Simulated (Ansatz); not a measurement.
**What (KF)2(MgS)1 [001] superlattice, started as rocksalt type distorts into**

Aim: this structure of (KF)2(MgS)1 [001] superlattice, started as rocksalt type is to be tested for unstable modes, and one is followed downhill.

Main program and level: Ansatz 0.2.0; DFT LDA, scalar-relativistic, plane waves, PAW.

The structure was built from a prototype and need not be the compound's stable phase.

### 1. Set-up

The structure is tetragonal, space group I4/mmm (No. 139). Conventional cell: a = 3.586 Å, b = 3.586 Å, c = 15.827 Å, α = 90.00°, β = 90.00°, γ = 90.00°. Nearest to F lie 1 Mg at 2.40 Å and 5 K at 2.57 to 2.70 Å. Nearest to K lie 5 F at 2.57 to 2.70 Å and 1 S at 2.81 Å. Mg has 2 F at 2.40 Å and 4 S at 2.54 Å nearest. Nearest to S lie 4 Mg at 2.54 Å and 2 K at 2.81 Å. Farther neighbours and most contacts between anions are not listed.

### 2. Zone-centre response

The cell comes from relaxations at this level that are not shown. The zone centre is the only wavevector solved here; it holds the modes that light can see, as far as symmetry allows. The response to a homogeneous field gives the Born charges and the dielectric tensor, and its change with displacement the Raman tensors.

File input.yaml:

```yaml
crystal:
  lattice:
    - [2.5358935417, 2.5358935417, 0.0]
    - [-2.5358935417, 2.5358935417, 0.0]
    - [2.5358935417, 0.0, 7.9134483449]
  atoms:
    - { symbol: F, position: [0.514750962, 0.485249038, -0.029501924] }
    - { symbol: F, position: [0.8185823714, 0.1814176286, 0.3628352573] }
    - { symbol: K, position: [-0.0108135525, 0.0108135525, 0.021627105] }
    - { symbol: K, position: [0.3441468859, 0.6558531141, 0.3117062283] }
    - { symbol: Mg, position: [0.6666666667, 0.3333333333, 0.6666666667] }
    - { symbol: S, position: [0.1666666667, 0.8333333333, 0.6666666667] }
kpoints:
  mp_grid: { grid: [8, 8, 8] }
hamiltonian:
  xc: lda
scf:
  occupations: { method: fixed }
output:
  eigenvalues: true
phonons:
  method: dfpt
  dielectric: true
  rigid_motions: translations
  raman: true
```

Command:

```bash
$ ansatz run input.yaml --threads 8 --pin off --max-ram 14336MiB --backend cpu --events-out ev --progress --plain --runs-dir out
```

Numbers of over 12 decimals in the logs are rounded to 6 here.

What it wrote:

```text
Warning: crystal.symmetry: narrowed to the stabiliser of the run's FFT grids — unitary ops 16 → 4. A phonons.method: dfpt run fills in the rows of the dynamical matrix that it does not solve by its symmetry operations, which is exact only for operations that map its FFT grids onto themselves: filled in by any other, the frequencies could depend on the order in which like atoms are typed, or, by more than the grids' own error, on where the crystal sits among the grids' points. Excluded: 12 operations. The run can therefore solve more perturbations, solve them on more k-points, or both, and cost more. [rest of the remark cut]
Engine: ansatz 0.2.0, aarch64-unknown-linux-gnu
Pseudopotentials: kind: paw
Pseudopotential: F, paw, valence charge 7, recommended cutoff 420 eV (normal), F.paw.azcp
Pseudopotential: K, paw, valence charge 9, recommended cutoff 420 eV (normal), K.paw.azcp
Pseudopotential: Mg, paw, valence charge 10, recommended cutoff 420 eV (normal), Mg.paw.azcp
Pseudopotential: S, paw, valence charge 6, recommended cutoff 420 eV (normal), S.paw.azcp
Functional definition: SPW92
  exchange = slater_x
  correlation = pw_c
Crystal: 6 atoms, lattice volume = 101.779 Å³
Basis set: ecut = 420 eV, 1971 PW (Γ), exchange–correlation on 48×48×120 points (8 copies of the dense FFT grid, shifted against one another)
Bands: 30, of which v1, the nominal top of the filled ones, is band 24 counted from 1 (23 counted from 0)
Symmetry: 16 space group operations
k-points: 260 of 512 (irreducible under 1 space group operation, time reversal used)
Non-local potential: F, projectors of the file, l = 0: 2, l = 1: 2, l = 2: 1
Non-local potential: K, projectors of the file, l = 0: 3, l = 1: 2, l = 2: 2
Non-local potential: Mg, projectors of the file, l = 0: 3, l = 1: 2, l = 2: 1
Non-local potential: S, projectors of the file, l = 0: 2, l = 1: 2, l = 2: 2
PAW form: soft (Blöchl's): semilocal exchange-correlation on the pseudo side does not see the compensation charge
PAW frozen core: F, regenerated for the run's functional, and the local potential with it (the file was generated under x = pbe(κ = 0.804, μ = 0.219515), c = pbe(β = 0.066725))
PAW frozen core: K, regenerated for the run's functional, and the local potential with it (the file was generated under x = pbe(κ = 0.804, μ = 0.219515), c = pbe(β = 0.066725))
PAW frozen core: Mg, regenerated for the run's functional, and the local potential with it (the file was generated under x = pbe(κ = 0.804, μ = 0.219515), c = pbe(β = 0.066725))
PAW frozen core: S, regenerated for the run's functional, and the local potential with it (the file was generated under x = pbe(κ = 0.804, μ = 0.219515), c = pbe(β = 0.066725))
PAW one-centre angular grid: F, 110 points (default); XC on 64 Gauss nodes
PAW one-centre angular grid: K, 110 points (default); XC on 64 Gauss nodes
PAW one-centre angular grid: Mg, 110 points (default); XC on 64 Gauss nodes
PAW one-centre angular grid: S, 110 points (default); XC on 64 Gauss nodes
Initial density: superposition of atomic densities (neutral atoms: chi_scale 0, normalization atom), corrected by the library's trained network
Initial wavefunctions: pseudopotential atomic-orbital guess
Functional: x = slater, c = lda
SCF iter   1: F=—  HF=-7359.172639 eV  |F-HF|=—  |Δ(HF+E_count)|=         —  Δρ=1.41e-2  dr2=1.47e-1  ethr=1.77e-3  ⟨swp⟩=4.8  Hψ=30329  notcnv=0  defer=789
preconditioner: auto → Resta (q_TF=auto, 2.407 Å⁻¹)  ε∞=3.3  [insulator: Δε(μ)=2.990 eV  Ē_g=14.647 eV  n_scr=22 (ndim 8)  ℏωp=22.1 eV  f_vac=0.032  ε∞_Penn≈3.3]
SCF iter   2: F=—  HF=-7359.131476 eV  |F-HF|=—  |Δ(HF+E_count)|=   4.12e-2  Δρ=5.42e-3  dr2=1.46e-2  ethr=3.07e-4  ⟨swp⟩=2.0  Hψ=15207  notcnv=0  defer=1016
SCF iter   3: F=—  HF=-7359.127499 eV  |F-HF|=—  |Δ(HF+E_count)|=   3.98e-3  Δρ=2.16e-3  dr2=3.65e-3  ethr=3.03e-5  ⟨swp⟩=2.0  Hψ=12857  notcnv=0  defer=1039
SCF iter   4: F=—  HF=-7359.126632 eV  |F-HF|=—  |Δ(HF+E_count)|=   8.66e-4  Δρ=8.31e-4  dr2=6.28e-4  ethr=7.61e-6  ⟨swp⟩=1.9  Hψ=7839  notcnv=0  defer=1038
SCF iter   5: F=—  HF=-7359.126458 eV  |F-HF|=—  |Δ(HF+E_count)|=   1.74e-4  Δρ=1.36e-4  dr2=2.48e-5  ethr=1.31e-6  ⟨swp⟩=3.0  Hψ=13592  notcnv=0  defer=824
SCF iter   6: F=—  HF=-7359.126457 eV  |F-HF|=—  |Δ(HF+E_count)|=   1.18e-6  Δρ=2.26e-5  dr2=6.60e-7  ethr=5.16e-8  ⟨swp⟩=2.9  Hψ=11569  notcnv=0  defer=471
SCF iter   7: F=—  HF=-7359.126457 eV  |F-HF|=—  |Δ(HF+E_count)|=   6.05e-7  Δρ=5.45e-6  dr2=2.38e-8  ethr=1.37e-9  ⟨swp⟩=2.1  Hψ=13493  notcnv=0  defer=443
SCF iter   8: F=—  HF=-7359.126457 eV  |F-HF|=—  |Δ(HF+E_count)|=   3.83e-9  Δρ=9.38e-7  dr2=8.36e-10  ethr=4.96e-11  ⟨swp⟩=2.0  Hψ=11786  notcnv=0  defer=443
SCF iter   9: F=-7359.126457 eV  HF=-7359.126457 eV  |F-HF|=1.09e-11  |Δ(HF+E_count)|=  3.64e-11  Δρ=1.85e-7  dr2=3.14e-11  ethr=1.00e-12  ⟨swp⟩=13.0  Hψ=55307  notcnv=0
SCF 1 converged in 9 iterations: F = -7359.126457 eV  dr2 = 3.14e-11
  greatest PAW one-centre occupation: 1.000 electrons in one spin orbital (limit 2), on the Mg atom at site 4 (counted from 0), in its partial waves of l = 0
NSCF: frozen V_eff on 3 k-points
DFPT response loops at Γ: preconditioner auto → Resta (q_TF=auto, 2.407 Å⁻¹)  ε∞=4.4 (no band partly filled); β = 1.00, the filter's whole step (`scf.mixing.beta` (0.50) is not read by the response loops at its default; to damp them type it under 1.00, their step now; it binds the ground state too); Broyden in place of MSR1
── the response to a field inside a basis, on 12×12×8 k-points: an SCF that follows is theirs, and a resumed run solves both again ──
Bands: 25, of which v1, the nominal top of the filled ones, is band 24 counted from 1 (23 counted from 0)
k-points: 312 of 1152 (irreducible under 4 space group operations)
Initial density: handed on by an earlier stage of this run
Initial wavefunctions: pseudopotential atomic-orbital guess (no wavefunctions were taken with the density)
Eigensolver: Dense (312 Hₖ)
SCF iter   1: F=—  HF=-7359.110463 eV  |F-HF|=—  |Δ(HF+E_count)|=         —  Δρ=4.88e-4  dr2=5.67e-5  ethr=1.00e-1
preconditioner: auto → Resta (q_TF=auto, 2.407 Å⁻¹)  ε∞=3.7  [insulator: Δε(μ)=3.290 eV  Ē_g=13.339 eV  n_scr=22 (ndim 8)  ℏωp=22.1 eV  f_vac=0.023  ε∞_Penn≈3.7]
SCF iter   2: F=—  HF=-7359.110443 eV  |F-HF|=—  |Δ(HF+E_count)|=   1.97e-5  Δρ=1.61e-4  dr2=1.68e-5  ethr=1.18e-7
SCF iter   3: F=—  HF=-7359.110440 eV  |F-HF|=—  |Δ(HF+E_count)|=   3.50e-6  Δρ=9.10e-5  dr2=2.31e-6  ethr=3.50e-8
SCF iter   4: F=—  HF=-7359.110439 eV  |F-HF|=—  |Δ(HF+E_count)|=   8.45e-7  Δρ=5.49e-6  dr2=1.96e-8  ethr=4.82e-9
[...]
DFPT response loops at Γ: mixed as the last ones told, above
SCF converged after 9 iterations
Free energy (F): -7359.126457 eV
Harris-Foulkes:  -7359.126457 eV  (|F-HF|=1.09e-11)
Internal energy: -7359.126457 eV  (E = F + TS)
E sigma→0 (E₀):  -7359.126457 eV
Fermi energy:    5.562842 eV
--- Per-component energies (eV) ---
  E_band       = -555.773591
  E_kinetic    = 1108.307821
  E_local      = -3755.468889  (includes V_loc(G=0)·N_el)
  E_nonlocal   = 307.823049
  E_hartree    = 1336.790804
  E_xc         = -551.483994
  E_vxc        = -660.028515  (∫ρ·V_xc dr)
  E_paw        = -2700.815592  (= ΣΔE_a)
  E_vpaw       = -229.992462  (= ΣTr[D̂ρ^β])
  E_aug_tail   = 0.004029  (compensation charges beyond the density's cutoff)
  E_ewald      = -3105.328863
  E_core_change = 1.045180  (= ΣΔE_core)
  E_smearing   = -0.000000  (= −TS)
  E_closure    = -0.000000  (closes the sum)
  Σ components = -7359.126457   (vs F -7359.126457, Δ=0.00e0)
--- Band table (eV; the first three rows and the last of 260) ---
  k-point 0: bands = [... 20 lower, 2.1872, 4.5970, 5.2370, 5.2370, 8.6583, 10.3593, 10.4858, 10.9864, ... 2 higher]
  k-point 1: bands = [... 20 lower, 2.1854, 4.5359, 5.2354, 5.2354, 8.7420, 10.3057, 10.3766, 11.0917, ... 2 higher]
  k-point 2: bands = [... 20 lower, 2.1800, 4.3908, 5.2315, 5.2315, 8.9594, 10.1383, 10.2112, 11.3371, ... 2 higher]
  k-point 259: bands = [... 20 lower, 2.0594, 2.9834, 2.9975, 5.3815, 8.8997, 10.1789, 10.8534, 11.6932, ... 2 higher]
--- Phonons (Γ-DFPT): 12 representative perturbations + reference, on 260 of 512 k-points (Σ response iterations 38) ---
  ASR residual: 1.682e-4 → 0.000e0 eV/Å²; symmetrization residual: 1.621e-5 eV/Å²
  The last average, over the group as it would stand without the narrowing to the FFT grids, took up to 4.724e-6 eV/Å² of the zone centre's force constants
  ASR residual per site (eV/Å²): 1.17e-4 1.17e-4 5.58e-5 5.58e-5 1.79e-5 1.68e-4
  Γ frequencies (cm⁻¹): -147.84 0.00 0.00 0.00 83.22 83.22 100.94 100.94 156.23 222.60 232.19 232.19 232.46 232.46 240.19 276.64 276.64 296.11
  ε∞ (high-frequency dielectric tensor):
        3.259574    -0.000000     0.000000
       -0.000000     3.259574     0.000000
        0.000000     0.000000     2.832258
  softest optical mode at Γ: -147.84 cm⁻¹; the repairs (sum rule, projections) moved no ω² at Γ by more than (2.68 cm⁻¹)²
  Born effective charges Z* (e; rows j = field, columns β = displacement):
    site 0:
        -1.23654    0.00000   -0.00000
        -0.00000   -1.23654   -0.00000
         0.00000   -0.00000   -1.45892
    site 1:
        -1.23654    0.00000   -0.00000
        -0.00000   -1.23654    0.00000
        -0.00000    0.00000   -1.45892
    site 2:
         1.12552    0.00000   -0.00000
        -0.00000    1.12552   -0.00000
        -0.00000   -0.00000    1.28212
    site 3:
         1.12552    0.00000    0.00000
        -0.00000    1.12552   -0.00000
         0.00000   -0.00000    1.28212
    site 4:
         2.50970    0.00000    0.00000
        -0.00000    2.50970   -0.00000
        -0.00000   -0.00000    1.40443
    site 5:
        -2.28765   -0.00000    0.00000
         0.00000   -2.28765   -0.00000
        -0.00000   -0.00000   -1.05082
  Z* charge neutrality: 4.059e-3 e pre-enforcement
  solved inside a basis spanned on kpoints, on 12×12×8 k-points: ε∞ is read to err by 1.1e-2, Z* by 1.2e-2 e (field_mesh: kpoints solves on kpoints); Z* is corrected for what the basis lacks
  Raman tensors (in the event stream and the table raman_tensors.tsv): an entry may err by 1.5e-1 Å², one of the second-order susceptibility by 8.2e-20 pm/V (basis, points and sum rule); their sum over the sites missed zero by 1.110e-16 Å² ahead of its enforcement
  optical modes at Γ without the LO–TO term, one row a degenerate level:
      ω (cm⁻¹)  modes    IR ((D/Å)²/amu)  static Raman (Å⁴/amu)  depolarisation
       -147.84      1             6.8877                 0.0000               —
         83.22      2             0.0000                 0.4770           0.750
        100.94      2             0.6238                 0.0000               —
        156.23      1             0.0000                 5.5470           0.669
        222.60      1             1.4388                 0.0000               —
        232.19      2             0.0000                 0.0135           0.750
        232.46      2            10.9565                 0.0000               —
        240.19      1             0.0000                 2.9523           0.406
        276.64      2            18.3263                 0.0000               —
        296.11      1             1.4498                 0.0000               —
  optical modes at Γ + LO–TO along q̂ = [1.0000, 0.0000, 0.0000]:
      ω (cm⁻¹)  modes    IR ((D/Å)²/amu)  static Raman (Å⁴/amu)  depolarisation
       -147.84      1             6.8877                 0.0000               —
         83.22      2             0.0000                 0.4770           0.750
        100.94      1             0.3119                 0.0000               —
        104.54      1             0.0419                 0.0000               —
        156.23      1             0.0000                 5.5470           0.669
        222.60      1             1.4388                 0.0000               —
        232.19      2             0.0000                 0.0135           0.750
        232.46      1             5.4783                 0.0000               —
        240.19      1             0.0000                 2.9523           0.406
        247.63      1             0.1692                 0.0000               —
        276.64      1             9.1631                 0.0000               —
        296.11      1             1.4498                 0.0000               —
        405.76      1            14.7422                 0.0000               —
  optical modes at Γ + LO–TO along q̂ = [0.0000, 1.0000, 0.0000]:
      ω (cm⁻¹)  modes    IR ((D/Å)²/amu)  static Raman (Å⁴/amu)  depolarisation
       -147.84      1             6.8877                 0.0000               —
         83.22      2             0.0000                 0.4770           0.750
        100.94      1             0.3119                 0.0000               —
        104.54      1             0.0419                 0.0000               —
        156.23      1             0.0000                 5.5470           0.669
        222.60      1             1.4388                 0.0000               —
        232.19      2             0.0000                 0.0135           0.750
        232.46      1             5.4783                 0.0000               —
        240.19      1             0.0000                 2.9523           0.406
        247.63      1             0.1692                 0.0000               —
        276.64      1             9.1631                 0.0000               —
        296.11      1             1.4498                 0.0000               —
        405.76      1            14.7422                 0.0000               —
  optical modes at Γ + LO–TO along q̂ = [0.0000, 0.0000, 1.0000]:
      ω (cm⁻¹)  modes    IR ((D/Å)²/amu)  static Raman (Å⁴/amu)  depolarisation
         83.22      2             0.0000                 0.4770           0.750
        100.94      2             0.6238                 0.0000               —
        116.31      1             2.6577                 0.0000               —
        156.23      1             0.0000                 5.5470           0.669
        232.19      2             0.0000                 0.0135           0.750
        232.46      2            10.9565                 0.0000               —
        240.19      1             0.0000                 2.9523           0.406
        250.01      1             1.5437                 0.0000               —
        276.64      2            18.3263                 0.0000               —
        334.18      1             5.5748                 0.0000               —
```

The job ended after 35 min (8 threads of Arm Neoverse N1, shared host; peak memory 4.7 GiB; 3.3 h of CPU time).

Reading the cycles: dr2 is the Hartree energy of the density residual (eV), the measure of convergence; HF is the Harris–Foulkes estimate of the energy, which meets the free energy F at convergence.

Numbers from this step:

```yaml
gap_on_the_k_mesh: 3.095 eV
volume_per_atom: 16.96 Å³
sum_rule_residual_before_enforcement: 1.68e-4 eV/Å²
miss_of_the_charge_sum_rule: 0.004059 e
estimated_error_of_the_dielectric_tensor: 0.01074
estimated_error_of_the_born_charges: 0.01180 e
point_group: 4/mmm
highest_optical_mode_at_the_zone_centre_no_lo_to_term: 296.1 cm⁻¹
lowest_optical_zone_centre_mode: -147.8 cm⁻¹
mean_high_frequency_dielectric_constant: 3.117
largest_born_charge_third_of_the_trace: 2.141 e
top_of_the_zone_centre_spectrum_with_the_field: 405.8 cm⁻¹
```

Without the LO-TO term. Patterns of degenerate modes are one choice out of their space. The modes at Γ (shares of kinetic energy by element, %) (negative means imaginary):

| mode | frequency (cm⁻¹) | symmetry | F % | K % | Mg % | S % |
| --- | --- | --- | --- | --- | --- | --- |
| 1 | -147.8 | A2u | 46 | 0 | 53 | 0 |
| 2 | 0.0 | acoustic | 22 | 45 | 14 | 19 |
| 3 | 0.0 | acoustic | 22 | 45 | 14 | 19 |
| 4 | 0.0 | acoustic | 22 | 45 | 14 | 19 |
| 5 | 83.2 | Eg | 24 | 76 | 0 | 0 |
| 6 | 83.2 | Eg | 24 | 76 | 0 | 0 |
| 7 | 100.9 | Eu | 1 | 35 | 23 | 41 |
| 8 | 100.9 | Eu | 1 | 35 | 23 | 41 |
| 9 | 156.2 | A1g | 70 | 30 | 0 | 0 |
| 10 | 222.6 | A2u | 30 | 37 | 32 | 2 |
| 11 | 232.2 | Eg | 76 | 24 | 0 | 0 |
| 12 | 232.2 | Eg | 76 | 24 | 0 | 0 |
| 13 | 232.5 | Eu | 77 | 19 | 2 | 2 |
| 14 | 232.5 | Eu | 77 | 19 | 2 | 2 |
| 15 | 240.2 | A1g | 30 | 70 | 0 | 0 |
| 16 | 276.6 | Eu | 0 | 0 | 61 | 39 |
| 17 | 276.6 | Eu | 0 | 0 | 61 | 39 |
| 18 | 296.1 | A2u | 2 | 17 | 1 | 80 |

Displacements in mode 1 (-147.8 cm⁻¹), the largest set to 1:
```
F1   0.00  0.00 -0.75
F2   0.00  0.00 -0.75
K3   0.00  0.00  0.05
K4   0.00  0.00  0.05
Mg5  0.00  0.00  1.00
S6   0.00  0.00  0.01
```

Displacements in mode 10 (222.6 cm⁻¹), the largest set to 1:
```
F1   0.00  0.00  0.78
F2   0.00  0.00  0.78
K3   0.00  0.00 -0.60
K4   0.00  0.00 -0.60
Mg5  0.00  0.00  1.00
S6   0.00  0.00 -0.21
```

Before it was imposed, the acoustic sum rule was missed by 1.7e-4 eV/Å² and the charge sum rule by 0.0041 e. Small misses are needed for a sound result but don't prove that mesh and cutoff are converged. The lowest optical mode is imaginary, 147.8i cm⁻¹, so the energy falls along it.

### 3. The mode frozen in, largest atomic shift 0 Å

The mode followed lies at Γ with frequency 147.8i cm⁻¹, the softest among the wavevectors solved. At small amplitude the distorted cell has space group no. 107 by a symmetry search on the positions. The undistorted cell that holds it gives the zero of energy on the same k mesh.

File input.yaml:

```yaml
crystal:
  lattice:
    - [2.5358935417, 2.5358935417, 0.0]
    - [-2.5358935417, 2.5358935417, 0.0]
    - [2.5358935417, 0.0, 7.9134483449]
  atoms:
    - { symbol: F, position: [0.514750962, 0.485249038, 0.970498076] }
    - { symbol: F, position: [0.8185823714, 0.1814176286, 0.3628352573] }
    - { symbol: K, position: [0.9891864475, 0.0108135525, 0.021627105] }
    - { symbol: K, position: [0.3441468859, 0.6558531141, 0.3117062283] }
    - { symbol: Mg, position: [0.6666666667, 0.3333333333, 0.6666666667] }
    - { symbol: S, position: [0.1666666667, 0.8333333333, 0.6666666667] }
kpoints:
  mp_grid: { grid: [8, 8, 8] }
hamiltonian:
  xc: lda
scf:
  occupations: { method: gaussian, width: 0.02 }
output:
  forces: true
  stress: true
  eigenvalues: true
```

What it wrote:

```text
[...]
Crystal: 6 atoms, lattice volume = 101.779 Å³
Basis set: ecut = 420 eV, 1971 PW (Γ)
Bands: 30, of which v1, the nominal top of the filled ones, is band 24 counted from 1 (23 counted from 0)
Symmetry: 16 space group operations
[...]
k-points: 59 of 512
[...]
k-point 0: bands = [... 20 lower, 2.1872, 4.5971, 5.2372, 5.2372, 8.6583, 10.3593, 10.4858, 10.9865, ... 1 higher]
  k-point 1: bands = [... 20 lower, 2.1854, 4.5360, 5.2356, 5.2356, 8.7421, 10.3056, 10.3767, 11.0917, ... 1 higher]
  k-point 2: bands = [... 20 lower, 2.1800, 4.3909, 5.2317, 5.2317, 8.9594, 10.1383, 10.2111, 11.3372, ... 1 higher]
  k-point 58: bands = [... 20 lower, 2.0301, 2.9905, 2.9905, 5.3797, 8.9063, 10.4255, 10.4255, 12.3849, ... 1 higher]
[key lines of the parts left out:]
SCF converged after 7 iterations
Free energy (F): -7359.126452 eV
Fermi energy:    7.110841 eV
P = ⅓ Tr σ = -0.0003 GPa (-0.003 kbar)
```

The job ended after 2.6 s (8 threads; peak memory 0.52 GiB; 18 s of CPU time).

This step gave:

| Item | Value |
| --- | --- |
| pressure | -3.02e-4 GPa |
| energy from the undistorted cell | 0 meV/atom |

At this level the gap is 3.10 eV on the k-mesh of the self-consistent run, which can miss the band edges.

[end of part 1 of 2]

[Logs are printed without paths, hosts, clocks, repeated set-up lines and the standing remarks that a program may print on its own settings, such as how far it seeks lower states.]

[Hosts, paths, dates, database ids (printed as entryN), source tags and the programs' standing remarks are cut or masked in the printed files.]
